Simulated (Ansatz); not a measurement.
# MnAg2PbO4, from a guessed structure to a relaxed one, part 2 of 2

Starting from a made-up structure for MnAg2PbO4, the aim is the relaxed cell, its shortest contacts and, where a second run follows, its electronic structure.

Ansatz 0.2.0; DFT, PBE, plane-wave PAW, files of the set soft_1, scalar-relativistic, ferromagnetic start, cell and ions relaxed at zero pressure; PAW set soft_1 (the session's first sound run).

So far: Set-up; Relaxing cell and atoms. The relaxed cell has a = 5.245, c = 9.632 Å (conventional setting).

**3. Electronic structure of the relaxed cell**

A second self-consistent run takes a narrower smearing and the mesh shown in its input; the bands follow along the standard path of the relaxed lattice.

This step: DFT, PBE, plane-wave PAW, files of the set soft_1, scalar-relativistic, ferromagnetic start, bands and density of states at the relaxed cell; PAW set soft_1 (Ansatz 0.2.0).

Contents of input.yaml:

```yaml
crystal:
  lattice:
    - [-2.6224189948, 2.6224189948, 4.8159498821]
    - [2.6224189948, -2.6224189948, 4.8159498821]
    - [2.6224189948, 2.6224189948, -4.8159498821]
  atoms:
    - { symbol: Pb, position: [0.0, 0.0, 0.0] }
    - { symbol: Ag, position: [0.75, 0.25, 0.5] }
    - { symbol: Ag, position: [0.25, 0.75, 0.5] }
    - { symbol: Mn, position: [0.5, 0.5, 0.0], spin: 1.9 }
    - { symbol: O, position: [0.5947597489, 0.5947597489, 0.3933596759] }
    - { symbol: O, position: [0.2014000729, 0.2014000729, 0.6066403241] }
    - { symbol: O, position: [0.7985999271, 0.4052402511, 0.0] }
    - { symbol: O, position: [0.4052402511, 0.7985999271, 0.0] }
magnetization:
  spin_polarized: true
kpoints:
  mp_grid: { grid: [8, 8, 8] }
  band_path:
    path:
      - [[0.0, 0.0, 0.0], [0.0, 0.0, 0.5], [-0.14825531, 0.14825531, 0.5], [-0.32412765, 0.32412765, 0.32412765], [0.0, 0.0, 0.0], [0.5, 0.5, -0.5], [0.32412765, 0.67587235, -0.32412765], [0.0, 0.5, 0.0], [0.25, 0.25, 0.25], [0.5, 0.5, -0.14825531], [0.5, 0.5, -0.5]]
      - [[0.0, 0.0, 0.5], [0.25, 0.25, 0.25]]
    npoints: 7
scf:
  occupations: { method: fermi_dirac, width: 0.03 }
  n_extra_bands: 13
hamiltonian:
  xc: pbe
  pseudopotentials: { kind: paw, azcp: { folder: soft_1 } }
output:
  forces: true
  stress: true
  write_bands: true
  dos: { projected: true }
  write_density: true
  write_potential: true
  elf: true
  volumetric_format: npy
```

Command:

```
$ ansatz run input.yaml --threads 4 --pin off --max-ram 10240MiB --backend cpu --events-out ev --progress --plain --runs-dir out
```

Numbers of over 12 decimals in the logs are rounded to 6 here.

The log of the run:

```text
[...]
Crystal: 8 atoms, lattice volume = 132.479 Å³
Basis set: ecut = 420 eV, 2577 PW (Γ), exchange–correlation on 90×90×90 points (8 copies of the dense FFT grid, shifted against one another)
Bands: 59, of which v1, the nominal top of the filled ones, is band 46 counted from 1 (45 counted from 0)
Symmetry: 8 space group operations
[...]
k-points: 59 of 512 (time reversal used)
[...]
Starting moments: Σ|m| = 1.9 μB on 1 of 8 sites
[...]
SCF iter   1: F=—  HF=-33256.819345 eV  |F-HF|=—  |Δ(HF+E_count)|=         —  Δρ=6.88e-2 (↑6.88e-2 ↓3.62e-2)  dr2=1.32e1  dr2_m=1.56e0  M=2.994 μB ∫|m|=3.104 μB  β_m=0.30  ethr=3.10e-3  ⟨swp⟩=6.0  Hψ=24645  notcnv=0  defer=6
[...]
SCF iter  17: F=-33255.191789 eV  HF=-33255.191789 eV  |F-HF|=4.00e-8  |Δ(HF+E_count)|=   5.59e-9  Δρ=2.93e-6 (↑2.93e-6 ↓2.51e-6)  dr2=4.41e-8  dr2_m=2.46e-10  M=2.774 μB ∫|m|=2.950 μB  ethr=8.46e-12  ⟨swp⟩=12.6  Hψ=44817  notcnv=0
SCF 1 converged in 17 iterations: F = -33255.191789 eV  dr2 = 4.41e-8
[...]
NSCF: frozen V_eff on 79 k-points
SCF converged after 17 iterations
Magnetization: 2.7740 μB (46.8870 up, 44.1130 down)
Absolute magnetization: 2.9721 μB (∫|ρ↑−ρ↓|, with the PAW one-centre terms)
[...]
Per-site moments (μB) at R_I (Å): [(0.032311, 1.012552), (0.018674, 0.978700), (0.018674, 0.978700), (1.886207, 0.725333), (0.026930, 0.725333), (0.026930, 0.725333), (0.026930, 0.725333), (0.026930, 0.725333)]
Free energy (F): -33255.191789 eV
[...]
Internal energy: -33255.185201 eV  (E = F + TS)
E sigma→0 (E₀):  -33255.188495 eV
Entropy (-TS):   -0.006588 eV (-0.823 meV/atom)
Fermi energy:    9.671071 eV
[...]
--- Forces (eV/Å), atoms counted from 1 ---
  atom   1  Pb     0.00000000     0.00000000     0.00000000
  atom   2  Ag    -0.00000000     0.00000000     0.00000000
  atom   3  Ag    -0.00000000    -0.00000000    -0.00000000
  atom   4  Mn    -0.00000000     0.00000000    -0.00000000
  atom   5  O      0.00380477     0.00380477    -0.00365454
  atom   6  O     -0.00380477    -0.00380477    -0.00365454
  atom   7  O     -0.00380477     0.00380477     0.00365454
  atom   8  O      0.00380477    -0.00380477     0.00365454
  max |Σ_I F_I| component: 8.67e-17 eV/Å
--- Stress (GPa, compression-positive) ---
        0.019321      -0.000000       0.000000
       -0.000000       0.019321      -0.000000
        0.000000      -0.000000       0.006197
  P = ⅓ Tr σ = 0.0149 GPa (0.149 kbar)
--- Band table (eV; the first three rows and the last of 118) ---
  k-point 0 ↑: bands = [... 42 lower, 7.0510, 7.0510, 8.2539, 8.3779, 10.1332, 10.1332, 10.3235, 11.2110, ... 9 higher]
  k-point 1 ↑: bands = [... 42 lower, 7.0916, 7.1639, 8.2672, 8.4327, 10.0266, 10.1118, 10.4202, 11.0290, ... 9 higher]
  k-point 2 ↑: bands = [... 42 lower, 7.2050, 7.4594, 8.3001, 8.5921, 9.8671, 10.0307, 10.2921, 10.9731, ... 9 higher]
  k-point 58 ↓: bands = [... 42 lower, 7.7652, 7.7652, 9.3417, 10.1928, 11.0419, 11.2175, 11.2175, 11.6592, ... 9 higher]
```

It took 79 s on 4 threads of Arm Neoverse V1, shared host; peak memory 0.97 GiB; 5.2 min of CPU time.

Numbers from this step:

- free energy: -33255.1918 eV
- energy at zero smearing: -33255.1885 eV
- smearing term TS: 0.006588 eV
- Fermi energy: 9.671 eV
- magnetization: 2.774 μB
- absolute magnetization: 2.972 μB
- site moments: 0.03231, 0.01867, 0.01867, 1.886, 0.02693, 0.02693, 0.02693, 0.02693 μB
- pressure: 0.01495 GPa

From bands.tsv, the bands that come nearest the Fermi level along the path, at its corners, in eV from the Fermi level:

| point | band_44_up | band_45_up | band_46_up | band_47_up | band_48_up | band_44_dn | band_45_dn | band_46_dn |
| --- | --- | --- | --- | --- | --- | --- | --- | --- |
| Γ | -1.42 | -1.29 | 0.46 | 0.46 | 0.65 | 0.14 | 0.93 | 1.54 |
| X | -1.23 | -0.66 | -0.30 | 0.08 | 0.29 | 0.76 | 0.90 | 1.20 |
| Y | -1.09 | -0.94 | -0.30 | -0.08 | 0.40 | 0.50 | 0.75 | 0.92 |
| S | -1.40 | -0.89 | -0.54 | 0.35 | 0.50 | 0.16 | 0.37 | 0.99 |
| Γ | -1.42 | -1.29 | 0.46 | 0.46 | 0.65 | 0.14 | 0.93 | 1.54 |
| Z | -1.71 | -1.00 | -0.39 | 0.22 | 0.22 | -0.33 | 0.52 | 1.37 |
| S1 | -1.40 | -0.89 | -0.54 | 0.35 | 0.50 | 0.16 | 0.37 | 0.99 |
| N | -1.40 | -1.17 | -0.40 | 0.42 | 0.68 | 0.09 | 0.55 | 0.91 |
| P | -1.24 | -0.66 | -0.12 | -0.12 | 0.39 | 0.73 | 1.09 | 1.09 |
| Y1 | -1.09 | -0.94 | -0.30 | -0.08 | 0.40 | 0.50 | 0.75 | 0.92 |
| Z | -1.71 | -1.00 | -0.39 | 0.22 | 0.22 | -0.33 | 0.52 | 1.37 |
| X | -1.23 | -0.66 | -0.30 | 0.08 | 0.29 | 0.76 | 0.90 | 1.20 |
| P | -1.24 | -0.66 | -0.12 | -0.12 | 0.39 | 0.73 | 1.09 | 1.09 |

Spin density in the ac plane of the conventional cell at fractional y = 0.000, with atoms of Pb and Ag and Mn within 0.2 Å of it.

Values in e/Å³, 24 rows by 14 columns, each cell a mean:
```
0.0 0.0 0.0 0.0 0.0 0.0 0.0 0.0 0.0 0.0 0.0 0.0 0.0 0.0
0.0 0.0 0.0 0.0 0.0 0.0 0.0 0.0 0.0 0.0 0.0 0.0 0.0 0.0
0.0 0.0 0.0 0.0 0.0 0.0 0.0 0.0 0.0 0.0 0.0 0.0 0.0 0.0
0.0 0.0 0.0 0.0 0.0 0.0 0.0 0.0 0.0 0.0 0.0 0.0 0.0 0.0
0.0 0.0 0.0 0.0 0.0 0.0 0.0 0.0 0.0 0.0 0.0 0.0 0.0 0.0
0.0 0.0 0.0 0.0 0.0 0.0 0.0 0.0 0.0 0.0 0.0 0.0 0.0 0.0
0.0 0.0 0.0 0.0 0.0 0.0 0.0 0.0 0.0 0.0 0.0 0.0 0.0 0.0
0.0 0.0 0.0 0.0 0.0 0.0 0.0 0.0 0.0 0.0 0.0 0.0 0.0 0.0
0.0 0.0 0.0 0.0 0.0 0.0 0.0 0.0 0.0 0.0 0.0 0.0 0.0 0.0
0.2 0.1 0.0 0.0 0.0 0.0 0.0 0.0 0.0 0.0 0.0 0.0 0.0 0.1
1.3 0.4 0.1 0.0 0.0 0.0 0.0 0.0 0.0 0.0 0.0 0.0 0.2 0.9
3.8 1.4 0.3 0.0 0.0 0.0 0.0 0.0 0.0 0.0 0.0 0.1 0.7 2.8
2.8 1.0 0.2 0.0 0.0 0.0 0.0 0.0 0.0 0.0 0.0 0.1 0.5 1.9
0.7 0.2 0.0 0.0 0.0 0.0 0.0 0.0 0.0 0.0 0.0 0.0 0.1 0.5
0.1 0.0 0.0 0.0 0.0 0.0 0.0 0.0 0.0 0.0 0.0 0.0 0.0 0.1
0.0 0.0 0.0 0.0 0.0 0.0 0.0 0.0 0.0 0.0 0.0 0.0 0.0 0.0
0.0 0.0 0.0 0.0 0.0 0.0 0.0 0.0 0.0 0.0 0.0 0.0 0.0 0.0
0.0 0.0 0.0 0.0 0.0 0.0 0.0 0.0 0.0 0.0 0.0 0.0 0.0 0.0
0.0 0.0 0.0 0.0 0.0 0.0 0.0 0.0 0.0 0.0 0.0 0.0 0.0 0.0
0.0 0.0 0.0 0.0 0.0 0.0 0.0 0.0 0.0 0.0 0.0 0.0 0.0 0.0
0.0 0.0 0.0 0.0 0.0 0.0 0.0 0.0 0.0 0.0 0.0 0.0 0.0 0.0
0.0 0.0 0.0 0.0 0.0 0.0 0.0 0.0 0.0 0.0 0.0 0.0 0.0 0.0
0.0 0.0 0.0 0.0 0.0 0.0 0.0 0.0 0.0 0.0 0.0 0.0 0.0 0.0
0.0 0.0 0.0 0.0 0.0 0.0 0.0 0.0 0.0 0.0 0.0 0.0 0.0 0.0
```
Columns run along a (5.2 Å), rows up along c (9.6 Å), edges of the conventional cell, whose origin can differ from the input's. Atoms in or near the plane, at fractional coordinates: Pb at (0.00, 0.00), Ag at (0.50, 0.75), Ag at (0.50, 0.25), Mn at (0.00, 0.50).

ELF in the ac plane of the conventional cell at fractional y = 0.000, with atoms of Pb and Ag and Mn within 0.2 Å of it. It is the smooth field of the valence electrons, not physical close to the nuclei.

Ten even steps from '0' (0.01) to '9' (0.74), each cell a mean:
```
03531000002541
45420000001355
54310111111245
32111244321123
10012567531001
00013689742000
00012588641000
01211355421220
12541122213531
22453101024532
74232000013235
97310000001159
96211000001148
53343100024324
12553111114531
02431234212431
00112467531110
00013689741000
00013588642000
21012455431012
43211123211134
55310001001245
24520000001453
02531000002540
```
Columns run along a (5.2 Å), rows up along c (9.6 Å), edges of the conventional cell, whose origin can differ from the input's. Atoms in or near the plane, at fractional coordinates: Pb at (0.00, 0.00), Ag at (0.50, 0.75), Ag at (0.50, 0.25), Mn at (0.00, 0.50).

Valence density in the ac plane of the conventional cell at fractional y = 0.000, with atoms of Pb and Ag and Mn within 0.2 Å of it. It is the smooth field of the valence electrons, not physical close to the nuclei.

Ten steps, logarithmic in the rise over the least value, from '0' (0 e/Å³) to '9' (22 e/Å³), each cell a mean:
```
76310000000256
54210000000135
21100001000012
00001233210000
00002477631000
00002699741000
00002689741000
00001356421000
01111122111110
22111000001122
75210000001136
97310000000259
96310000000258
53210000001125
11111001001111
00111233211100
00002477631000
00002699741000
00002689741000
00001356420000
10000122100001
32100000000123
65310000000246
76410000000257
```
Columns run along a (5.2 Å), rows up along c (9.6 Å), edges of the conventional cell, whose origin can differ from the input's. Atoms in or near the plane, at fractional coordinates: Pb at (0.00, 0.00), Ag at (0.50, 0.75), Ag at (0.50, 0.25), Mn at (0.00, 0.50).

**4. What came out**

| Item | Value |
| --- | --- |
| space group, relaxed | I-42m |
| conventional cell | a = 5.245, b = 5.245, c = 9.632 Å; α = 90.0°, β = 90.0°, γ = 90.0° |
| volume per atom | 16.56 Å³ (guess 14.73) |
| total moment | 2.75 μB in the cell of 8 atoms |

What this shows: MnAg2PbO4 relaxes to I-42m with a = 5.245, b = 5.245 and c = 9.632 Å. The guessed volume was 11 % too small. The space group I-42m was held in the relaxation, so the end point is a stationary structure within it and may be a saddle against distortions or other arrangements. The input starts from parallel moments, and no other start was typed. Bands cross the Fermi level, so it is a metal or semimetal at this level. On the 8×8×8 mesh with the narrower smearing (relaxed on 8×8×8) the largest force component is 0.004 eV/Å and the largest stress component is 0.019 GPa, within the relaxation's thresholds of 0.015 eV/Å and 0.05 GPa. The cutoff wasn't tested. Spin-orbit coupling is left out, which can matter for elements this heavy. No dispersion term is used, so weakly bound directions may come out too long. Nothing here tests whether the compound is stable against decomposition.

[Logs are printed without paths, hosts, clocks, repeated set-up lines and the standing remarks that a program may print on its own settings, such as how far it seeks lower states.]

[Hosts, paths, dates, database ids (printed as entryN), source tags and the programs' standing remarks are cut or masked in the printed files.]
